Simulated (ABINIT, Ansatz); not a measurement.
# Quasiparticle gap of BaTiB2O6 (R-3) in ABINIT

Wanted: ground state, empty states, screening and self-energy for BaTiB2O6 (R-3).

Method: LDA and many-body steps on it, plane waves, in ABINIT 10.8.3.

**1. The starting structure**

It takes space group R-3 (No. 148, trigonal). Conventional cell: a = 5.021 Å, b = 5.021 Å, c = 16.384 Å, α = 90.00°, β = 90.00°, γ = 120.00°. Nearest to Ba lie 12 O at 2.85 to 3.10 Å. Nearest to Ti lie 6 O at 1.92 Å. B has 3 O at 1.37 Å nearest. O has 1 B at 1.37 Å and 1 Ti at 1.92 Å and 2 Ba at 2.85 to 3.10 Å nearest. Farther neighbours and most contacts between anions are not listed.

The cell and positions come from the Crystallography Open Database and are kept as given unless a step says otherwise. Spin-orbit coupling is left out unless a step names it.

**2. Ground state**

This step: ABINIT 10.8.3; DFT, LDA, plane waves, norm-conserving pseudopotentials.

The ground-state density comes first.

run.abi reads:

```
acell 3*1.0 Angstrom
rprim 
  2.510250000000 1.449293513209 5.461466666706
  -2.510250000000 1.449293513209 5.461466666706
  0.000000000000 -2.898587026491 5.461466666687
ntypat 4
znucl 56 22 5 8
natom 10
typat 1 2 3 3 4 4 4 4 4 4
xred 
  0.000000000000 0.000000000000 0.000000000000
  0.500000000000 0.500000000000 0.500000000000
  0.765800000000 0.765800000000 0.765800000000
  0.234200000000 0.234200000000 0.234200000000
  0.076700000000 0.577400000000 0.636400000000
  0.636400000000 0.076700000000 0.577400000000
  0.577400000000 0.636400000000 0.076700000000
  0.923300000000 0.422600000000 0.363600000000
  0.363600000000 0.923300000000 0.422600000000
  0.422600000000 0.363600000000 0.923300000000
pp_dirpath "pseudos"
pseudos "Ba.upf, Ti.upf, B.upf, O.upf"
ecut 38
ngkpt 6 6 6
nshiftk 1
shiftk 0 0 0
kptopt 1
chksymbreak 0
nband 41
occopt 1
tolvrs 1e-10
nstep 60
prtwf 0
optforces 0
optstress 0
indata_prefix "in"
outdata_prefix "out"
tmpdata_prefix "tmp"
```

Started as:

```
$ OMP_NUM_THREADS=1 mpirun -n 4 abinit run.abi > log
```

Numbers of over 12 decimals in the logs are rounded to 6 here.

The log of the run:

```text
.Version 10.8.3 of ABINIT. v10.8.2 released Aug 2026.

 Symmetries : space group R-3 (#148); Bravais hR (rhombohedral)
================================================================================
 Values of the parameters that define the memory need of the present run
     intxc =       0    ionmov =       0      iscf =       7    lmnmax =       6
     lnmax =       6     mgfft =      72  mpssoang =       3    mqgrid =    3001
     natom =      10  nloc_mem =       1    nspden =       1   nspinor =       1
    nsppol =       1      nsym =       6    n1xccc =    2501    ntypat =       4
    occopt =       1   xclevel =       1
-    mband =          41        mffmem =           1         mkmem =          10
       mpw =        9018          nfft =      373248          nkpt =          40
================================================================================
  Rough estimation (10% accuracy) of disk space for files :
================================================================================

--------------------------------------------------------------------------------
------------- Echo of variables that govern the present computation ------------
--------------------------------------------------------------------------------
 -outvars: echo values of preprocessed input variables --------
            acell      1.8897261259E+00  1.8897261259E+00  1.8897261259E+00 Bohr

      chksymbreak           0
             ecut      3.80000000E+01 Hartree
-          fftalg         312

              ixc       -1012
              kpt      0.00000000E+00  0.00000000E+00  0.00000000E+00
                       1.66666667E-01  0.00000000E+00  0.00000000E+00
                       3.33333333E-01  0.00000000E+00  0.00000000E+00
                       5.00000000E-01  0.00000000E+00  0.00000000E+00
                       1.66666667E-01  1.66666667E-01  0.00000000E+00
                       3.33333333E-01  1.66666667E-01  0.00000000E+00
                       5.00000000E-01  1.66666667E-01  0.00000000E+00
                      -3.33333333E-01  1.66666667E-01  0.00000000E+00
                      -1.66666667E-01  1.66666667E-01  0.00000000E+00
   [... 29 further rows ...]
                      -3.33333333E-01  5.00000000E-01  3.33333333E-01
                       5.00000000E-01  5.00000000E-01  5.00000000E-01
         kptrlatt        6    0    0      0    6    0      0    0    6
          kptrlen      5.69242201E+01
P           mkmem          10
            natom          10
            nband          41
            ngfft          72      72      72
             nkpt          40
            nstep          60
             nsym           6
           ntypat           4
              occ      2.000000  2.000000  2.000000  2.000000  2.000000  2.000000
                       2.000000  2.000000  2.000000  2.000000  2.000000  2.000000
                       2.000000  2.000000  2.000000  2.000000  2.000000  2.000000
                       2.000000  2.000000  2.000000  2.000000  2.000000  2.000000
                       2.000000  2.000000  2.000000  2.000000  2.000000  2.000000
                       2.000000  2.000000  0.000000  0.000000  0.000000  0.000000
                       0.000000  0.000000  0.000000  0.000000  0.000000
        optforces           0
        optstress           0
            prtwf           0
            rprim      2.5102500000E+00  1.4492935132E+00  5.4614666667E+00
[...]
spgroup         148

           tolvrs      1.00000000E-10

             xred      0.0000000000E+00  0.0000000000E+00  0.0000000000E+00
[...]
znucl       56.00000   22.00000    5.00000    8.00000

================================================================================

 chkinp: Checking input parameters for consistency.

================================================================================
== DATASET  1 ==================================================================
-   mpi_nproc: 4, omp_nthreads: 1 (-1 if OMP is not activated)

--- !DatasetInfo
iteration_state: {dtset: 1, }
dimensions: {natom: 10, nkpt: 40, mband: 41, nsppol: 1, nspinor: 1, nspden: 1, mpw: 9018, }
cutoff_energies: {ecut:  38.0, pawecutdg:  -1.0, }
electrons: {nelect:   6.40000000E+01, charge:   0.00000000E+00, occopt:   1.00000000E+00, tsmear:   1.00000000E-02, }

 Real(R)+Recip(G) space primitive vectors, cartesian coordinates (Bohr,Bohr^-1):
 R(1)=  4.7436850  2.7387678 10.3206762  G(1)=  0.1054033  0.0608546  0.0322976
 R(2)= -4.7436850  2.7387678 10.3206762  G(2)= -0.1054033  0.0608546  0.0322976
 R(3)=  0.0000000 -5.4775356 10.3206762  G(3)=  0.0000000 -0.1217092  0.0322976
 Unit cell volume ucvol=  8.0450818E+02 bohr^3
 Angles (23,13,12)=  4.79066842E+01  4.79066842E+01  4.79066842E+01 degrees

 getcut: wavevector=  0.0000  0.0000  0.0000  ngfft=  72  72  72
         ecut(hartree)=     38.000   => boxcut(ratio)=   2.22068

 getcut : COMMENT -
  Note that boxcut > 2.2 ; recall that boxcut=Gcut(box)/Gcut(sphere) = 2
  is sufficient for exact treatment of convolution.
  Such a large boxcut is a waste : you could raise ecut
  e.g. ecut=   46.848365 Hartrees makes boxcut=2

--- Pseudopotential description ------------------------------------------------
- Ba Generated using ONCVPSP code by D. R. Hamann
[...]
pspatm : epsatm=    6.27558587
         --- l  ekb(1:nproj) -->
[...]
2   -1.033686
 pspatm: atomic psp has been read  and splines computed

   5.42952013E+03                                ecore*ucvol(ha*bohr**3)
--------------------------------------------------------------------------------

_setup2: Arith. and geom. avg. npw (full set) are    8999.375    8999.369

================================================================================

--- !BeginCycle
iteration_state: {dtset: 1, }
solver: {iscf: 7, nstep: 60, nline: 4, wfoptalg: 0, }
tolerances: {tolvrs: 1.00E-10, }

     iter   Etot(hartree)      deltaE(h)  residm     vres2
 ETOT  1  -192.21621733437    -1.922E+02 1.381E-01 5.605E+03
 ETOT  2  -185.46104201780     6.755E+00 9.736E-02 7.801E+04
 ETOT  3  -192.92158595341    -7.461E+00 3.670E-02 2.317E+03
 ETOT  4  -192.97717101154    -5.559E-02 8.342E-03 9.878E+02
 ETOT  5  -193.03170720791    -5.454E-02 1.273E-02 3.896E+02
 ETOT  6  -193.05460333647    -2.290E-02 7.097E-03 7.043E+01
 ETOT  7  -193.05872686401    -4.124E-03 7.622E-03 9.228E+00
 ETOT  8  -193.05939317924    -6.663E-04 8.394E-03 2.615E-02
 ETOT  9  -193.05939601484    -2.836E-06 5.236E-03 1.018E-02
 ETOT 10  -193.05939661501    -6.002E-07 4.482E-03 8.132E-04
 ETOT 11  -193.05939667322    -5.821E-08 2.968E-03 4.318E-05
 ETOT 12  -193.05939667596    -2.741E-09 2.893E-03 2.704E-07
 ETOT 13  -193.05939667598    -2.058E-11 3.856E-03 1.358E-07
 ETOT 14  -193.05939667600    -1.799E-11 3.840E-03 6.460E-10
 ETOT 15  -193.05939667601    -3.638E-12 1.706E-03 1.303E-11

 At SCF step   15       vres2   =  1.30E-11 < tolvrs=  1.00E-10 =>converged.

--- !ResultsGS
iteration_state: {dtset: 1, }
comment   : Summary of ground state results
lattice_vectors:
- [  4.7436850,   2.7387678,  10.3206762, ]
- [ -4.7436850,   2.7387678,  10.3206762, ]
- [  0.0000000,  -5.4775356,  10.3206762, ]
lattice_lengths: [  11.68417,   11.68417,   11.68417, ]
lattice_angles: [ 47.907,  47.907,  47.907, ] # degrees, (23, 13, 12)
lattice_volume:   8.0450818E+02
convergence: {deltae: -3.638E-12, res2:  1.303E-11, residm:  1.706E-03, diffor:  0.000E+00, }
etotal    :  -1.93059397E+02
entropy   :   0.00000000E+00
fermie    :   1.37933637E-01
cartesian_stress_tensor: null
pressure_GPa: null
xred      :
- [  0.0000E+00,   0.0000E+00,   0.0000E+00, Ba]
- [  5.0000E-01,   5.0000E-01,   5.0000E-01, Ti]
- [  7.6580E-01,   7.6580E-01,   7.6580E-01,  B]
- [  2.3420E-01,   2.3420E-01,   2.3420E-01,  B]
- [  7.6700E-02,   5.7740E-01,   6.3640E-01,  O]
- [  6.3640E-01,   7.6700E-02,   5.7740E-01,  O]
- [  5.7740E-01,   6.3640E-01,   7.6700E-02,  O]
- [  9.2330E-01,   4.2260E-01,   3.6360E-01,  O]
- [  3.6360E-01,   9.2330E-01,   4.2260E-01,  O]
- [  4.2260E-01,   3.6360E-01,   9.2330E-01,  O]
cartesian_forces: null
force_length_stats: {min: null, max: null, mean: null, }

 Integrated electronic density in atomic spheres:
 ------------------------------------------------
 Atom  Sphere_radius  Integrated_density
[...]
================================================================================

 ----iterations are completed or convergence reached----

 Mean square residual over all n,k,spin=   54.065E-07; max=  17.064E-04
 reduced coordinates (array xred) for   10 atoms
[...]
0.636400000000      0.076700000000      0.577400000000
       0.577400000000      0.636400000000      0.076700000000
       0.923300000000      0.422600000000      0.363600000000
       0.363600000000      0.923300000000      0.422600000000
       0.422600000000      0.363600000000      0.923300000000
 rms dE/dt=  0.0000E+00; max dE/dt=  0.0000E+00; dE/dt below (all hartree)
    1       0.000000000000      0.000000000000      0.000000000000
    2       0.000000000000      0.000000000000      0.000000000000
    3       0.000000000000      0.000000000000      0.000000000000
    4       0.000000000000      0.000000000000      0.000000000000
    5       0.000000000000      0.000000000000      0.000000000000
    6       0.000000000000      0.000000000000      0.000000000000
    7       0.000000000000      0.000000000000      0.000000000000
    8       0.000000000000      0.000000000000      0.000000000000
    9       0.000000000000      0.000000000000      0.000000000000
   10       0.000000000000      0.000000000000      0.000000000000

 cartesian coordinates (angstrom) at end:
[...]
6      1.404987    -0.640153     7.048023
    7     -0.148105     1.536831     7.048023
    8      1.256882     0.896678     9.336377
    9     -1.404987     0.640153     9.336377
   10      0.148105    -1.536831     9.336377
 length scales=  1.889726125908  1.889726125908  1.889726125908 bohr
              =  1.000000000000  1.000000000000  1.000000000000 angstroms
 prteigrs : about to open file out_EIG
 Fermi (or HOMO) energy (hartree) =   0.13793   Average Vxc (hartree)=  -0.39983
 Eigenvalues (hartree) for nkpt=  40  k points:
 kpt#   1, nband= 41, wtk=  0.00463, kpt=  0.0000  0.0000  0.0000 (reduced coord)
  -1.92690   -1.07014   -1.06680   -1.06680   -0.79828   -0.56247   -0.54165   -0.49854
  -0.49854   -0.48748   -0.48748   -0.25442   -0.25442   -0.25067   -0.12439   -0.09744
  -0.08109   -0.08109   -0.06878   -0.03516   -0.03516    0.00442    0.00442    0.02235
   0.07981    0.07981    0.08258    0.08258    0.09699    0.09699    0.12424    0.13783
   0.22950    0.24471    0.24471    0.31683    0.35968    0.36110    0.36118    0.36632
   0.40614
 prteigrs : prtvol=0 or 1, do not print more k-points.

--- !EnergyTerms
iteration_state     : {dtset: 1, }
comment             : Components of total free energy in Hartree
kinetic             :  1.00596215887042E+02
hartree             :  5.60293710765620E+01
xc                  : -4.26503019268366E+01
Ewald energy        : -1.28017743944552E+02
psp_core            :  6.74886877066976E+00
local_psp           : -1.73564439443958E+02
non_local_psp       : -1.22013670949335E+01
total_energy        : -1.93059396676006E+02
total_energy_eV     : -5.25341381136685E+03
band_energy         : -1.90632547920271E+01

== END DATASET(S) ==============================================================
================================================================================

 -outvars: echo values of variables after computation  --------
           etotal     -1.9305939668E+02
            nband          41
             nkpt          40
          spgroup         148
 [... the other variables as echoed above ...]

 Calculation completed.
```

Elapsed: 13 min, on 4 MPI ranks of Intel Xeon Platinum 8259CL at 2.50GHz (Skylake/Cascade Lake), shared host; peak memory 0.84 GiB; 52 min of CPU time.

Numbers from this step:

```yaml
total_energy: -5253.4138 eV
gap: 2.492 eV
k_of_the_valence_top: 0.5, 0.5, 0.5
k_of_the_conduction_bottom: 0, 0, 0
least_direct_gap: 2.494 eV
```

The gap is indirect, with the least direct gap 0.003 eV higher.

**3. Empty states on the mesh, 2×2×2 mesh, 247 bands**

The sums over transitions need many empty states on a uniform mesh; this step solves for them.

Edit run.abi of step 2 so:

```diff
@@ -23,3 +23,3 @@
 ecut 38
-ngkpt 6 6 6
+ngkpt 2 2 2
 nshiftk 1
@@ -28,9 +28,10 @@
 chksymbreak 0
-nband 41
-occopt 1
-tolvrs 1e-10
+iscf -2
+irdden 1
+istwfk *1
+nband 247
+nbdbuf 22
+tolwfr 1e-09
 nstep 60
-prtwf 0
-optforces 0
-optstress 0
+prtvol 0
 indata_prefix "in"
```

The log of the run:

```text
.Version 10.8.3 of ABINIT. v10.8.2 released Aug 2026.

 Symmetries : space group R-3 (#148); Bravais hR (rhombohedral)
[... echo of the input left out ...]
== DATASET  1 ==================================================================
-   mpi_nproc: 4, omp_nthreads: 1 (-1 if OMP is not activated)

--- !DatasetInfo
iteration_state: {dtset: 1, }
dimensions: {natom: 10, nkpt: 4, mband: 247, nsppol: 1, nspinor: 1, nspden: 1, mpw: 9034, }
cutoff_energies: {ecut:  38.0, pawecutdg:  -1.0, }
electrons: {nelect:   6.40000000E+01, charge:   0.00000000E+00, occopt:   1.00000000E+00, tsmear:   1.00000000E-02, }

 Real(R)+Recip(G) space primitive vectors, cartesian coordinates (Bohr,Bohr^-1):
 R(1)=  4.7436850  2.7387678 10.3206762  G(1)=  0.1054033  0.0608546  0.0322976
 R(2)= -4.7436850  2.7387678 10.3206762  G(2)= -0.1054033  0.0608546  0.0322976
 R(3)=  0.0000000 -5.4775356 10.3206762  G(3)=  0.0000000 -0.1217092  0.0322976
 Unit cell volume ucvol=  8.0450818E+02 bohr^3
 Angles (23,13,12)=  4.79066842E+01  4.79066842E+01  4.79066842E+01 degrees

 getcut: wavevector=  0.0000  0.0000  0.0000  ngfft=  72  72  72
         ecut(hartree)=     38.000   => boxcut(ratio)=   2.22068

 getcut : COMMENT -
  Note that boxcut > 2.2 ; recall that boxcut=Gcut(box)/Gcut(sphere) = 2
  is sufficient for exact treatment of convolution.
  Such a large boxcut is a waste : you could raise ecut
  e.g. ecut=   46.848365 Hartrees makes boxcut=2

--- Pseudopotential description ------------------------------------------------
- Ba Generated using ONCVPSP code by D. R. Hamann
- 56.00000  10.00000  180309                  znucl, zion, pspdat
12 -1012 2 -1 1912                            pspcod,pspxc,lmax,lloc,mmax
     nproj     2     2     2
  pspatm : epsatm=   25.95172157
         --- l  ekb(1:nproj) -->
             0    6.668455    0.685657
             1    5.046948    0.410312
             2    2.551809    0.419281
 pspatm: atomic psp has been read  and splines computed

- Ti Generated using ONCVPSP code by D. R. Hamann
- 22.00000  12.00000  180309                  znucl, zion, pspdat
12 -1012 2 -1 1568                            pspcod,pspxc,lmax,lloc,mmax
     nproj     2     2     2
  pspatm : epsatm=   14.84363209
         --- l  ekb(1:nproj) -->
[...]
pspatm: atomic psp has been read  and splines computed

- B Generated using ONCVPSP code by D. R. Hamann
-  5.00000   3.00000  180309                  znucl, zion, pspdat
12 -1012 1 -1 1498                            pspcod,pspxc,lmax,lloc,mmax
     nproj     2     2     0
  pspatm : epsatm=    3.19369156
         --- l  ekb(1:nproj) -->
[...]
pspatm: atomic psp has been read  and splines computed

- O Generated using ONCVPSP code by D. R. Hamann
-  8.00000   6.00000  201201                  znucl, zion, pspdat
12 -1012 2 -1 926                             pspcod,pspxc,lmax,lloc,mmax
[...]
-5.4165E-01 -4.9854E-01 -4.9854E-01 -4.8748E-01 -4.8748E-01 -2.5442E-01
 -2.5442E-01 -2.5067E-01 -1.2439E-01 -9.7436E-02 -8.1088E-02 -8.1088E-02
[...]
2.9096E+00  2.9096E+00  2.9260E+00  2.9260E+00  2.9286E+00  2.9430E+00
  2.9614E+00  2.9615E+00  2.9923E+00  3.0213E+00  3.0228E+00  3.0262E+00
  3.0446E+00
 prteigrs : prtvol=0 or 1, do not print more k-points.

--- !ResultsGS
iteration_state: {dtset: 1, }
comment   : Summary of ground state results
lattice_vectors:
- [  4.7436850,   2.7387678,  10.3206762, ]
- [ -4.7436850,   2.7387678,  10.3206762, ]
- [  0.0000000,  -5.4775356,  10.3206762, ]
lattice_lengths: [  11.68417,   11.68417,   11.68417, ]
lattice_angles: [ 47.907,  47.907,  47.907, ] # degrees, (23, 13, 12)
lattice_volume:   8.0450818E+02
convergence: {deltae:  0.000E+00, res2:  0.000E+00, residm:  9.999E-10, diffor:  0.000E+00, }
etotal    :  -1.93059397E+02
entropy   :   0.00000000E+00
fermie    :   1.37933637E-01
cartesian_stress_tensor: null
pressure_GPa: null
xred      :
- [  0.0000E+00,   0.0000E+00,   0.0000E+00, Ba]
- [  5.0000E-01,   5.0000E-01,   5.0000E-01, Ti]
- [  7.6580E-01,   7.6580E-01,   7.6580E-01,  B]
- [  2.3420E-01,   2.3420E-01,   2.3420E-01,  B]
- [  7.6700E-02,   5.7740E-01,   6.3640E-01,  O]
- [  6.3640E-01,   7.6700E-02,   5.7740E-01,  O]
- [  5.7740E-01,   6.3640E-01,   7.6700E-02,  O]
- [  9.2330E-01,   4.2260E-01,   3.6360E-01,  O]
- [  3.6360E-01,   9.2330E-01,   4.2260E-01,  O]
- [  4.2260E-01,   3.6360E-01,   9.2330E-01,  O]
cartesian_forces: null
force_length_stats: {min: null, max: null, mean: null, }

 Integrated electronic density in atomic spheres:
 ------------------------------------------------
 Atom  Sphere_radius  Integrated_density
[...]
================================================================================

 ----iterations are completed or convergence reached----

 Mean square residual over all n,k,spin=   48.496E-11; max=  99.988E-11
 reduced coordinates (array xred) for   10 atoms
[...]
0.363600000000      0.923300000000      0.422600000000
       0.422600000000      0.363600000000      0.923300000000

 cartesian coordinates (angstrom) at end:
    1      0.000000     0.000000     0.000000
    2      0.000000    -3.65e-11     8.192200
    3     -0.000000    -5.59e-11    12.547174
[...]
9     -1.404987     0.640153     9.336377
   10      0.148105    -1.536831     9.336377
 length scales=  1.889726125908  1.889726125908  1.889726125908 bohr
              =  1.000000000000  1.000000000000  1.000000000000 angstroms
 prteigrs : about to open file out_EIG
 Eigenvalues (hartree) for nkpt=   4  k points:
 kpt#   1, nband=247, wtk=  0.12500, kpt=  0.0000  0.0000  0.0000 (reduced coord)
[...]
2.75493    2.75727    2.76656    2.76656    2.80127    2.80926    2.80926    2.81291
   2.86332    2.88297    2.90960    2.90961    2.92604    2.92605    2.92861    2.94302
   2.96143    2.96148    2.99227    3.02132    3.02282    3.02615    3.04461
 prteigrs : prtvol=0 or 1, do not print more k-points.

== END DATASET(S) ==============================================================
================================================================================

 -outvars: echo values of variables after computation  --------
            nband         247
             nkpt           4
          spgroup         148
 [... the other variables as echoed above ...]

 Calculation completed.
```

The job ended after 5.2 min (4 MPI ranks; peak memory 0.59 GiB; 21 min of CPU time).

This step gave:

```yaml
gap: 2.492 eV
k_of_the_valence_top: 0.5, 0.5, 0.5
k_of_the_conduction_bottom: 0, 0, 0
least_direct_gap: 2.494 eV
k_points_computed: 4
lowest_point_of_the_top_converged_band_above_the_valence_top: 71.2122 eV
```

On this mesh the gap is 2.492 eV.

(Continued in part 2 of 2.)

[Paths, hosts, dates, memory and timing lines, banners, echoed tables and standing remarks are left out of the program output.]

[Logs are printed without paths, hosts, clocks, repeated set-up lines and the standing remarks that a program may print on its own settings, such as how far it seeks lower states.]

[Runs of the session that timed out or met a known fault of the program may be left out.]

[Hosts, paths, dates, database ids (printed as entryN), source tags and the programs' standing remarks are cut or masked in the printed files.]

[G0W0 gaps are taken among the corrected bands and points alone; a level outside them can change the order at an edge.]

[Where Ansatz stands beside ABINIT at settings called matched, ABINIT's density can come from a denser mesh and the files from another edition; pairs whose starting gaps differed by over 0.03 eV were left out, so agreement reads better than it is.]
